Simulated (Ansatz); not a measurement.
## How Cr(100) screens a field

Where does the screening charge of Cr(100) sit?

Program: Ansatz 0.2.0. Level of theory: plane-wave DFT, PBE, Ansatz PAW, in the first sound run; inputs show where later runs differ. Values are calculated unless marked as measured.

## 1. The starting structure

The cell holds 5 atoms: 5 Cr. Its edges and angles: a = 2.880 Å, b = 2.880 Å, c = 23.760 Å, α = 90.0°, β = 90.0°, γ = 90.0°. Vacuum lies along c.

Structure file:

```cif
data_structure
_symmetry_space_group_name_H-M 'P 1'
_symmetry_Int_Tables_number 1
_cell_length_a 2.8800
_cell_length_b 2.8800
_cell_length_c 23.7600
_cell_angle_alpha 90.000
_cell_angle_beta 90.000
_cell_angle_gamma 90.000
_cell_volume 197.07
loop_
_atom_site_label
_atom_site_type_symbol
_atom_site_fract_x
_atom_site_fract_y
_atom_site_fract_z
_atom_site_occupancy
Cr1 Cr 0.00000 0.00000 0.37879 1
Cr2 Cr 0.50000 0.50000 0.43939 1
Cr3 Cr 0.00000 0.00000 0.50000 1
Cr4 Cr 0.50000 0.50000 0.56061 1
Cr5 Cr 0.00000 0.00000 0.62121 1
```

## 2. Single point, field 0

A sawtooth potential applies the field, turning back in the middle of the vacuum. With the dipole correction the typed value is the field outside the slab. The induced dipole is small, so the SCF threshold is tight.

Contents of input.yaml:

```yaml
crystal:
  lattice:
    - [2.88, 0.0, 0.0]
    - [0.0, 2.88, 0.0]
    - [0.0, 0.0, 23.76]
  atoms:
    - { symbol: Cr, position: [0.0, 0.0, 0.3787878788], spin: 2.0 }
    - { symbol: Cr, position: [0.5, 0.5, 0.4393939394], spin: -2.0 }
    - { symbol: Cr, position: [0.0, 0.0, 0.5], spin: 2.0 }
    - { symbol: Cr, position: [0.5, 0.5, 0.5606060606], spin: -2.0 }
    - { symbol: Cr, position: [0.0, 0.0, 0.6212121212], spin: 2.0 }
magnetization:
  spin_polarized: true
kpoints:
  mp_grid: { grid: [18, 18, 1] }
hamiltonian:
  xc: pbe
scf:
  occupations: { method: fermi_dirac, width: 0.1 }
  convergence: { dr2_threshold: 1.0e-10 }
efield:
  axis: 3
  dipole_correction: true
  ramp_position: 0.97
  ramp_width: 0.06
  amplitude: 0
output:
  forces: true
  write_potential: true
  write_density: true
  volumetric_format: npy
```

Started as:

```sh
> ansatz run input.yaml --threads 4 --pin off --max-ram 6144MiB --backend cpu --events-out ev --progress --plain --runs-dir out
```

The program printed:

```text
Engine: ansatz 0.2.0, aarch64-unknown-linux-gnu
Pseudopotentials: kind: paw
Pseudopotential: Cr, paw, valence charge 14, recommended cutoff 420 eV (normal), Cr.paw.azcp
Functional definition: PBE
  parameter kappa = 0.804
  parameter beta = 0.066725
  exchange = pbe_x(kappa = kappa, mu = beta*pi^2/3)
  correlation = pbe_c(beta = beta)
Crystal: 5 atoms, lattice volume = 197.075 Å³
Basis set: ecut = 420 eV, 3843 PW (Γ), exchange–correlation on 40×40×320 points (8 copies of the dense FFT grid, shifted against one another)
Bands: 48, of which v1, the nominal top of the filled ones, is band 35 counted from 1 (34 counted from 0)
Symmetry: 8 space group operations
k-points: 55 of 324
Non-local potential: Cr, projectors of the file, l = 0: 3, l = 1: 2, l = 2: 3, l = 3: 1
PAW form: soft (Blöchl's): semilocal exchange-correlation on the pseudo side does not see the compensation charge
PAW one-centre angular grid: Cr, 590 points (default); XC on 64 Gauss nodes
Initial density: superposition of atomic densities (neutral atoms: chi_scale 0, normalization atom)
Starting moments: Σ|m| = 10 μB on 5 of 5 sites
Initial wavefunctions: pseudopotential atomic-orbital guess
Functional: x = pbe(κ = 0.804, μ = 0.219515), c = pbe(β = 0.066725)
SCF iter   1: F=—  HF=-16896.421051 eV  |F-HF|=—  |Δ(HF+E_count)|=         —  Δρ=7.43e-2 (↑7.18e-2 ↓7.43e-2)  dr2=3.56e1  dr2_m=3.48e0  M=2.390 μB ∫|m|=5.044 μB  β_m=1.00  ethr=3.10e-3  p=0.000 e·Å  D=8.52e-15 V/Å  ΔV_dip=-0.00 eV  dr2_dipole=4.42e-11  V_vac-E_F(+/−)=6.21/6.21 eV  ⟨swp⟩=10.0  Hψ=25315  notcnv=0
Mixer restart at iter 1: flushing history
efield: sawtooth ramp at fractional position 0.9700 (set: `efield.ramp_position`, or a place that a band, a saddle search or an elastic batch's reference lends), width 0.0600; the density the first Hamiltonian is built on has a dipole p = 0.000 e·Å; the dipole correction subtracts the counter field D = 8.52e-15 V/Å, which shifts the + side's vacuum level by -0.00 eV against the − side's; the planar-averaged density in the ramp window peaks in size at 2.0e-6 e/Å³
preconditioner: auto → LDOS  [metal: Δε(μ)=0.009 eV  Ē_g=4.550 eV  σ=0.100 eV  W_gap=0.02  n_scr=36 (ndim 8)  ℏωp=14.5 eV  f_vac=0.603  D(μ)=4.62/eV (n_scr^D=14)]
spin=Collinear: LDOS preconditioning applied to the charge; magnetization (m = ρ↑ − ρ↓) channel mixes plain (no charge-response kernel on spin).
SCF iter   2: F=—  HF=-16886.303746 eV  |F-HF|=—  |Δ(HF+E_count)|=    1.01e1  Δρ=2.79e-2 (↑1.73e-2 ↓2.79e-2)  dr2=5.63e0  dr2_m=3.19e-1  M=2.969 μB ∫|m|=5.248 μB  β_m=0.35  ethr=3.10e-3  p=0.000 e·Å  D=6.45e-6 V/Å  ΔV_dip=-0.00 eV  dr2_dipole=5.00e-11  V_vac-E_F(+/−)=5.25/5.25 eV  ⟨swp⟩=3.1  Hψ=13974  notcnv=0
density mixer auto → msr1: a metal under ldos (density of states about μ 2.81 of a free-electron gas's, 36 screened modes)
SCF iter   3: F=—  HF=-16884.996997 eV  |F-HF|=—  |Δ(HF+E_count)|=    1.31e0  Δρ=2.87e-2 (↑2.47e-2 ↓2.87e-2)  dr2=5.82e-1  dr2_m=1.18e0  M=3.464 μB ∫|m|=6.487 μB  β_m=0.67  ethr=3.10e-3  p=0.000 e·Å  D=6.56e-6 V/Å  ΔV_dip=-0.00 eV  dr2_dipole=6.28e-11  V_vac-E_F(+/−)=4.58/4.58 eV  ⟨swp⟩=2.2  Hψ=9072  notcnv=0
SCF iter   4: F=—  HF=-16885.680635 eV  |F-HF|=—  |Δ(HF+E_count)|=   6.84e-1  Δρ=2.84e-2 (↑2.81e-2 ↓2.84e-2)  dr2=3.49e-1  dr2_m=1.32e0  M=3.920 μB ∫|m|=9.512 μB  β_m=0.62  ethr=8.32e-4  p=0.000 e·Å  D=5.04e-6 V/Å  ΔV_dip=-0.00 eV  dr2_dipole=1.94e-10  V_vac-E_F(+/−)=4.12/4.12 eV  ⟨swp⟩=3.0  Hψ=9086  notcnv=0
SCF iter   5: F=—  HF=-16885.545693 eV  |F-HF|=—  |Δ(HF+E_count)|=   1.35e-1  Δρ=9.48e-3 (↑9.48e-3 ↓5.65e-3)  dr2=6.90e-2  dr2_m=9.36e-2  M=3.989 μB ∫|m|=10.527 μB  β_m=0.71  ethr=4.99e-4  p=-0.000 e·Å  D=-7.48e-7 V/Å  ΔV_dip=0.00 eV  dr2_dipole=3.70e-9  V_vac-E_F(+/−)=4.08/4.08 eV  ⟨swp⟩=3.2  Hψ=11894  notcnv=0
SCF iter   6: F=—  HF=-16885.535418 eV  |F-HF|=—  |Δ(HF+E_count)|=   1.03e-2  Δρ=8.06e-3 (↑8.06e-3 ↓7.12e-3)  dr2=2.51e-2  dr2_m=9.89e-2  M=4.038 μB ∫|m|=11.031 μB  β_m=0.64  ethr=9.86e-5  p=-0.000 e·Å  D=-1.08e-6 V/Å  ΔV_dip=0.00 eV  dr2_dipole=9.62e-9  V_vac-E_F(+/−)=3.86/3.86 eV  ⟨swp⟩=2.8  Hψ=11531  notcnv=0
SCF iter   7: F=—  HF=-16885.527040 eV  |F-HF|=—  |Δ(HF+E_count)|=   8.38e-3  Δρ=2.99e-3 (↑2.99e-3 ↓2.85e-3)  dr2=5.65e-3  dr2_m=1.45e-2  M=4.038 μB ∫|m|=10.850 μB  β_m=0.67  ethr=3.59e-5  p=0.000 e·Å  D=9.89e-7 V/Å  ΔV_dip=-0.00 eV  dr2_dipole=5.18e-9  V_vac-E_F(+/−)=3.82/3.82 eV  ⟨swp⟩=2.8  Hψ=10171  notcnv=0  defer=1
SCF iter   8: F=—  HF=-16885.525524 eV  |F-HF|=—  |Δ(HF+E_count)|=   1.52e-3  Δρ=3.49e-4 (↑2.11e-4 ↓3.49e-4)  dr2=7.23e-4  dr2_m=3.11e-5  M=4.040 μB ∫|m|=10.764 μB  β_m=0.64  ethr=8.07e-6  p=0.000 e·Å  D=1.72e-7 V/Å  ΔV_dip=-0.00 eV  dr2_dipole=1.30e-9  V_vac-E_F(+/−)=3.76/3.76 eV  ⟨swp⟩=2.4  Hψ=8941  notcnv=0  defer=1
SCF iter   9: F=—  HF=-16885.525552 eV  |F-HF|=—  |Δ(HF+E_count)|=   2.81e-5  Δρ=2.84e-4 (↑2.63e-4 ↓2.84e-4)  dr2=1.24e-4  dr2_m=1.23e-4  M=4.042 μB ∫|m|=10.760 μB  β_m=0.80  ethr=1.03e-6  p=0.000 e·Å  D=3.20e-7 V/Å  ΔV_dip=-0.00 eV  dr2_dipole=6.72e-10  V_vac-E_F(+/−)=3.74/3.74 eV  ⟨swp⟩=2.7  Hψ=7709  notcnv=0  defer=1
SCF iter  10: F=—  HF=-16885.525609 eV  |F-HF|=—  |Δ(HF+E_count)|=   5.67e-5  Δρ=1.06e-4 (↑1.06e-4 ↓9.52e-5)  dr2=6.16e-5  dr2_m=6.75e-6  M=4.045 μB ∫|m|=10.783 μB  β_m=0.71  ethr=1.78e-7  p=0.000 e·Å  D=1.37e-7 V/Å  ΔV_dip=-0.00 eV  dr2_dipole=1.69e-9  V_vac-E_F(+/−)=3.72/3.72 eV  ⟨swp⟩=2.5  Hψ=7561  notcnv=0  defer=1
SCF iter  11: F=—  HF=-16885.525608 eV  |F-HF|=—  |Δ(HF+E_count)|=   5.16e-7  Δρ=6.31e-5 (↑6.31e-5 ↓5.39e-5)  dr2=5.11e-6  dr2_m=5.49e-6  M=4.045 μB ∫|m|=10.782 μB  β_m=0.78  ethr=8.80e-8  p=0.000 e·Å  D=2.76e-7 V/Å  ΔV_dip=-0.00 eV  dr2_dipole=2.15e-11  V_vac-E_F(+/−)=3.71/3.71 eV  ⟨swp⟩=2.9  Hψ=10244  notcnv=0  defer=1
SCF iter  12: F=—  HF=-16885.525608 eV  |F-HF|=—  |Δ(HF+E_count)|=   3.10e-7  Δρ=1.65e-5 (↑1.65e-5 ↓7.76e-6)  dr2=6.52e-7  dr2_m=1.96e-7  M=4.046 μB ∫|m|=10.782 μB  β_m=0.75  ethr=7.30e-9  p=-0.000 e·Å  D=-3.48e-8 V/Å  ΔV_dip=0.00 eV  dr2_dipole=2.06e-12  V_vac-E_F(+/−)=3.71/3.71 eV  ⟨swp⟩=2.6  Hψ=8780  notcnv=0  defer=1
SCF iter  13: F=—  HF=-16885.525608 eV  |F-HF|=—  |Δ(HF+E_count)|=   1.76e-7  Δρ=4.60e-6 (↑4.60e-6 ↓4.02e-6)  dr2=7.17e-8  dr2_m=2.31e-8  M=4.046 μB ∫|m|=10.782 μB  β_m=0.82  ethr=9.31e-10  p=0.000 e·Å  D=2.05e-7 V/Å  ΔV_dip=-0.00 eV  dr2_dipole=3.21e-11  V_vac-E_F(+/−)=3.71/3.71 eV  ⟨swp⟩=2.4  Hψ=8478  notcnv=0  defer=1
SCF iter  14: F=—  HF=-16885.525608 eV  |F-HF|=—  |Δ(HF+E_count)|=   4.79e-8  Δρ=4.33e-6 (↑3.04e-6 ↓4.33e-6)  dr2=4.94e-8  dr2_m=1.16e-8  M=4.046 μB ∫|m|=10.782 μB  β_m=0.66  ethr=1.02e-10  p=-0.000 e·Å  D=-4.83e-8 V/Å  ΔV_dip=0.00 eV  dr2_dipole=3.64e-11  V_vac-E_F(+/−)=3.71/3.71 eV  ⟨swp⟩=3.0  Hψ=11436  notcnv=0  defer=1
SCF iter  15: F=—  HF=-16885.525608 eV  |F-HF|=—  |Δ(HF+E_count)|=   1.62e-9  Δρ=7.87e-7 (↑7.87e-7 ↓5.94e-7)  dr2=1.02e-9  dr2_m=6.81e-10  M=4.046 μB ∫|m|=10.782 μB  β_m=0.67  ethr=7.06e-11  p=0.000 e·Å  D=4.48e-8 V/Å  ΔV_dip=-0.00 eV  dr2_dipole=2.62e-12  V_vac-E_F(+/−)=3.71/3.71 eV  ⟨swp⟩=3.0  Hψ=10526  notcnv=0  defer=1
SCF iter  16: F=—  HF=-16885.525608 eV  |F-HF|=—  |Δ(HF+E_count)|=   1.83e-9  Δρ=2.85e-7 (↑2.85e-7 ↓2.04e-7)  dr2=3.35e-10  dr2_m=4.79e-11  M=4.046 μB ∫|m|=10.782 μB  β_m=0.62  ethr=1.46e-12  p=0.000 e·Å  D=9.12e-9 V/Å  ΔV_dip=-0.00 eV  dr2_dipole=5.40e-13  V_vac-E_F(+/−)=3.71/3.71 eV  ⟨swp⟩=3.4  Hψ=11978  notcnv=0  defer=1
SCF iter  17: F=—  HF=-16885.525608 eV  |F-HF|=—  |Δ(HF+E_count)|=   1.02e-9  Δρ=1.28e-7 (↑1.28e-7 ↓1.05e-7)  dr2=2.56e-11  dr2_m=1.92e-11  M=4.046 μB ∫|m|=10.782 μB  β_m=0.65  ethr=1.00e-12  p=0.000 e·Å  D=1.37e-8 V/Å  ΔV_dip=-0.00 eV  dr2_dipole=1.72e-13  V_vac-E_F(+/−)=3.71/3.71 eV  ⟨swp⟩=2.4  Hψ=8381  notcnv=0  defer=1
SCF iter  18: F=-16885.525608 eV  HF=-16885.525608 eV  |F-HF|=8.00e-11  |Δ(HF+E_count)|=   2.63e-9  Δρ=6.26e-8 (↑6.26e-8 ↓2.79e-8)  dr2=1.19e-11  dr2_m=2.03e-12  M=4.046 μB ∫|m|=10.782 μB  ethr=1.00e-12  p=0.000 e·Å  D=4.45e-9 V/Å  ΔV_dip=-0.00 eV  dr2_dipole=4.17e-13  V_vac-E_F(+/−)=3.71/3.71 eV  ⟨swp⟩=7.6  Hψ=26639  notcnv=0
SCF 1 converged in 18 iterations: F = -16885.525608 eV  dr2 = 1.19e-11
  greatest PAW one-centre occupation: 1.000 electrons in one spin orbital (limit 2), on the Cr atom at site 2 (counted from 0), in its partial waves of l = 0
WARN: The output density's exchange-correlation potential varies sharply where the density is thin. Do not read a vacuum level from v_tot or v_xc, or from such a field of the output density. On a cell that repeats whose density bears no net charge and no dipole along the vacuum's axis use v_es (v_loc + v_h of the components); under efield.dipole_correction with no amplitude use v_es + v_field, which holds any externa [...]
SCF converged after 18 iterations
Magnetization: 4.0460 μB (37.0230 up, 32.9770 down)
Absolute magnetization: 10.7819 μB (∫|ρ↑−ρ↓|, with the PAW one-centre terms)
Spin contamination: 1.8973 ħ² per cell (⟨S²⟩ above its minimum at these occupations)
Per-site moments (μB) at R_I (Å): [(2.592307, 1.028838), (-1.542844, 1.028838), (1.252419, 1.028838), (-1.542844, 1.028838), (2.592307, 1.028838)]
Free energy (F): -16885.525608 eV
Harris-Foulkes:  -16885.525608 eV  (|F-HF|=8.00e-11)
Internal energy: -16885.405077 eV  (E = F + TS)
E sigma→0 (E₀):  -16885.465342 eV
Entropy (-TS):   -0.120532 eV (-24.106 meV/atom)
Fermi energy:    3.230363 eV
Dipole field:    D = 0.000001 V/Å  (p = 0.000001 e·Å, saw-weighted, corrected)
Work function:   Φ+ = 3.7066 eV   Φ− = 3.7066 eV
Levels:          The Fermi level and band energies are counted from a zero that moves with the ramp; work functions are not
--- Per-component energies (eV) ---
  E_band       = -1832.771879
  E_kinetic    = 1710.813854
  E_local      = -109809.582876  (includes V_loc(G=0)·N_el)
  E_nonlocal   = 404.796566
  E_hartree    = 53978.190738
  E_xc         = -694.557808
  E_vxc        = -885.516562  (∫ρ·V_xc dr)
  E_paw        = -5983.351200  (= ΣΔE_a)
  E_vpaw       = -1209.666204  (= ΣTr[D̂ρ^β])
  E_aug_tail   = 0.001869  (compensation charges beyond the density's cutoff)
  E_efield     = 0.000000  (sawtooth field / dipole correction)
  E_vefield    = 0.000000  (∫n·V_field dr)
  E_ewald      = 43508.283781
  E_smearing   = -0.120532  (= −TS)
  E_closure    = 0.000000  (closes the sum)
  Σ components = -16885.525608   (vs F -16885.525608, Δ=0.00e0)
--- Forces (eV/Å), atoms counted from 1 ---
  atom   1  Cr     0.00000000     0.00000000     0.42854237
  atom   2  Cr    -0.00000000     0.00000000    -0.50666199
  atom   3  Cr    -0.00000000     0.00000000    -0.00000046
  atom   4  Cr     0.00000000     0.00000000     0.50666128
  atom   5  Cr    -0.00000000    -0.00000000    -0.42854220
  max |Σ_I F_I| component: 9.94e-7 eV/Å
--- Band table (eV; the first three rows and the last of 110) ---
  k-point 0 ↑: bands = [... 31 lower, 2.3124, 2.3486, 2.3486, 2.3748, 2.3748, 2.5857, 2.9368, 3.1203, ... 9 higher]
  k-point 1 ↑: bands = [... 31 lower, 2.3003, 2.3402, 2.3573, 2.4335, 2.5343, 2.6188, 2.9604, 3.2007, ... 9 higher]
  k-point 2 ↑: bands = [... 31 lower, 2.1368, 2.2910, 2.3664, 2.6087, 2.6577, 2.7550, 2.9746, 2.9881, ... 9 higher]
  k-point 54 ↓: bands = [... 31 lower, 3.1677, 3.1677, 4.1996, 4.2279, 4.4534, 4.5164, 4.8248, 5.3703, ... 9 higher]
```

It took 63 s on 4 threads of Arm Neoverse V1, shared host; peak memory 0.99 GiB; 4.1 min of CPU time.

This step gave:

- energy at zero smearing: -16885.4653 eV
- total moment: 4.046 μB
- site moments: 2.592, -1.543, 1.252, -1.543, 2.592 μB
- work function, upper face: 3.707 eV
- dipole along the normal: 9.58e-7 e·Å

Running mean over 1.44 Å of the planar mean; the ramp of the sawtooth is left out. Electron's electrostatic potential energy less the Fermi level against z:

```csv
z (Å),electron's electrostatic potential energy less the Fermi level (eV)
3.0,3.71
3.5,3.71
4.0,3.71
4.5,3.70
5.0,3.70
5.5,3.68
6.0,3.64
6.5,3.51
7.0,3.12
7.5,1.94
8.0,-1.37
8.5,-5.87
9.0,-8.94
9.5,-9.69
10.0,-9.82
10.5,-9.87
11.0,-9.88
11.5,-9.85
12.0,-9.84
12.5,-9.86
13.0,-9.88
13.5,-9.85
14.0,-9.78
14.5,-9.50
15.0,-7.82
15.5,-3.74
16.0,0.522
16.5,2.69
17.0,3.36
17.5,3.59
18.0,3.67
18.5,3.69
19.0,3.70
19.5,3.71
20.0,3.71
20.5,3.71
```

Site moment by atom:

```csv
atom,site moment (μB)
Cr1,2.59
Cr2,-1.54
Cr3,1.25
Cr4,-1.54
Cr5,2.59
```

Force by atom:

```csv
atom,x (eV/Å),y (eV/Å),z (eV/Å),size
Cr1,0.000,0.000,0.429,0.429
Cr2,0.000,0.000,-0.507,0.507
Cr3,0.000,0.000,0.000,0.000
Cr4,0.000,0.000,0.507,0.507
Cr5,0.000,0.000,-0.429,0.429
```

The work function of the upper face is 3.71 eV.

## 3. Atoms held, field 0.05 V/Å

input.yaml, as its differences from that of step 2:

```diff
@@ -25,3 +25,3 @@
   ramp_width: 0.06
-  amplitude: 0
+  amplitude: 0.05
 output:
```

The program printed:

```text
[...]
Crystal: 5 atoms, lattice volume = 197.075 Å³
Basis set: ecut = 420 eV, 3843 PW (Γ), exchange–correlation on 40×40×320 points (8 copies of the dense FFT grid, shifted against one another)
Bands: 48, of which v1, the nominal top of the filled ones, is band 35 counted from 1 (34 counted from 0)
Symmetry: 8 space group operations
k-points: 55 of 324
[...]
k-point 0 ↑: bands = [... 31 lower, 2.3121, 2.3483, 2.3483, 2.3746, 2.3746, 2.5854, 2.9365, 3.1201, ... 9 higher]
  k-point 1 ↑: bands = [... 31 lower, 2.3001, 2.3399, 2.3570, 2.4330, 2.5344, 2.6185, 2.9602, 3.2004, ... 9 higher]
  k-point 2 ↑: bands = [... 31 lower, 2.1366, 2.2907, 2.3661, 2.6082, 2.6574, 2.7550, 2.9744, 2.9878, ... 9 higher]
  k-point 54 ↓: bands = [... 31 lower, 3.1674, 3.1674, 4.1993, 4.2277, 4.4531, 4.5161, 4.8245, 5.3701, ... 9 higher]
[key lines of the parts left out:]
SCF converged after 19 iterations
Magnetization: 4.0460 μB (37.0230 up, 32.9770 down)
Free energy (F): -16885.526158 eV
Fermi energy:    3.230092 eV
Dipole field:    D = 0.020207 V/Å  (p = 0.022007 e·Å, saw-weighted, corrected)
```

Run time: 65 s. Hardware: 4 threads; peak memory 1 GiB.

The dipole is 0.0220 e·Å.

## 4. Single point, field -0.05 V/Å

input.yaml, as its differences from that of step 3:

```diff
@@ -25,3 +25,3 @@
   ramp_width: 0.06
-  amplitude: 0.05
+  amplitude: -0.05
 output:
```

The program printed:

```text
[...]
Crystal: 5 atoms, lattice volume = 197.075 Å³
Basis set: ecut = 420 eV, 3843 PW (Γ), exchange–correlation on 40×40×320 points (8 copies of the dense FFT grid, shifted against one another)
Bands: 48, of which v1, the nominal top of the filled ones, is band 35 counted from 1 (34 counted from 0)
Symmetry: 8 space group operations
k-points: 55 of 324
[...]
k-point 0 ↑: bands = [... 31 lower, 2.3121, 2.3483, 2.3483, 2.3746, 2.3746, 2.5854, 2.9365, 3.1201, ... 9 higher]
  k-point 1 ↑: bands = [... 31 lower, 2.3001, 2.3399, 2.3570, 2.4330, 2.5344, 2.6185, 2.9602, 3.2004, ... 9 higher]
  k-point 2 ↑: bands = [... 31 lower, 2.1366, 2.2907, 2.3661, 2.6082, 2.6574, 2.7550, 2.9744, 2.9878, ... 9 higher]
  k-point 54 ↓: bands = [... 31 lower, 3.1674, 3.1674, 4.1993, 4.2277, 4.4531, 4.5161, 4.8245, 5.3700, ... 9 higher]
[key lines of the parts left out:]
SCF converged after 19 iterations
Magnetization: 4.0460 μB (37.0230 up, 32.9770 down)
Free energy (F): -16885.526158 eV
Fermi energy:    3.230091 eV
Dipole field:    D = -0.020207 V/Å  (p = -0.022007 e·Å, saw-weighted, corrected)
```

Wall time 65 s (4 threads); peak memory 1 GiB.

The dipole is -0.0220 e·Å.

## 5. Single point, field 0.1 V/Å

input.yaml, as its differences from that of step 4:

```diff
@@ -25,3 +25,3 @@
   ramp_width: 0.06
-  amplitude: -0.05
+  amplitude: 0.1
 output:
```

The program printed:

```text
[...]
Crystal: 5 atoms, lattice volume = 197.075 Å³
Basis set: ecut = 420 eV, 3843 PW (Γ), exchange–correlation on 40×40×320 points (8 copies of the dense FFT grid, shifted against one another)
Bands: 48, of which v1, the nominal top of the filled ones, is band 35 counted from 1 (34 counted from 0)
Symmetry: 8 space group operations
k-points: 55 of 324
[...]
k-point 0 ↑: bands = [... 31 lower, 2.3112, 2.3475, 2.3475, 2.3737, 2.3737, 2.5846, 2.9357, 3.1192, ... 9 higher]
  k-point 1 ↑: bands = [... 31 lower, 2.2992, 2.3391, 2.3562, 2.4317, 2.5345, 2.6176, 2.9593, 3.1996, ... 9 higher]
  k-point 2 ↑: bands = [... 31 lower, 2.1358, 2.2899, 2.3653, 2.6067, 2.6566, 2.7551, 2.9735, 2.9870, ... 9 higher]
  k-point 54 ↓: bands = [... 31 lower, 3.1666, 3.1666, 4.1984, 4.2269, 4.4523, 4.5153, 4.8237, 5.3692, ... 9 higher]
[key lines of the parts left out:]
SCF converged after 19 iterations
Magnetization: 4.0460 μB (37.0230 up, 32.9770 down)
Free energy (F): -16885.527809 eV
Fermi energy:    3.229275 eV
Dipole field:    D = 0.040418 V/Å  (p = 0.044019 e·Å, saw-weighted, corrected)
```

Run time: 64 s. Hardware: 4 threads; peak memory 0.99 GiB.

The dipole is 0.0440 e·Å.

## 6. Atoms held, field -0.1 V/Å

input.yaml, as its differences from that of step 5:

```diff
@@ -25,3 +25,3 @@
   ramp_width: 0.06
-  amplitude: 0.1
+  amplitude: -0.1
 output:
```

The program printed:

```text
[...]
Crystal: 5 atoms, lattice volume = 197.075 Å³
Basis set: ecut = 420 eV, 3843 PW (Γ), exchange–correlation on 40×40×320 points (8 copies of the dense FFT grid, shifted against one another)
Bands: 48, of which v1, the nominal top of the filled ones, is band 35 counted from 1 (34 counted from 0)
Symmetry: 8 space group operations
k-points: 55 of 324
[...]
k-point 0 ↑: bands = [... 31 lower, 2.3112, 2.3475, 2.3475, 2.3737, 2.3737, 2.5846, 2.9357, 3.1192, ... 9 higher]
  k-point 1 ↑: bands = [... 31 lower, 2.2992, 2.3391, 2.3562, 2.4317, 2.5345, 2.6176, 2.9593, 3.1996, ... 9 higher]
  k-point 2 ↑: bands = [... 31 lower, 2.1358, 2.2899, 2.3653, 2.6067, 2.6566, 2.7551, 2.9735, 2.9870, ... 9 higher]
  k-point 54 ↓: bands = [... 31 lower, 3.1666, 3.1666, 4.1984, 4.2269, 4.4523, 4.5153, 4.8237, 5.3692, ... 9 higher]
[key lines of the parts left out:]
SCF converged after 19 iterations
Magnetization: 4.0460 μB (37.0230 up, 32.9770 down)
Free energy (F): -16885.527809 eV
Fermi energy:    3.229274 eV
Dipole field:    D = -0.040419 V/Å  (p = -0.044020 e·Å, saw-weighted, corrected)
```

It took 66 s on 4 threads; peak memory 1 GiB; 4.1 min of CPU time.

The dipole is -0.0440 e·Å.

[end of part 1 of 2]

[Long decimals in the printed logs are rounded to 6 places.]

[Logs are printed without paths, hosts, clocks, repeated set-up lines and the standing remarks that a program may print on its own settings, such as how far it seeks lower states.]

[Hosts, paths, dates, database ids (printed as entryN), source tags and the programs' standing remarks are cut or masked in the printed files.]

[Maps of the electrostatic potential energy from Ansatz leave out the sawtooth potential of an applied field or a dipole correction, so their vacuum need not be flat; planar profiles and work functions include it.]
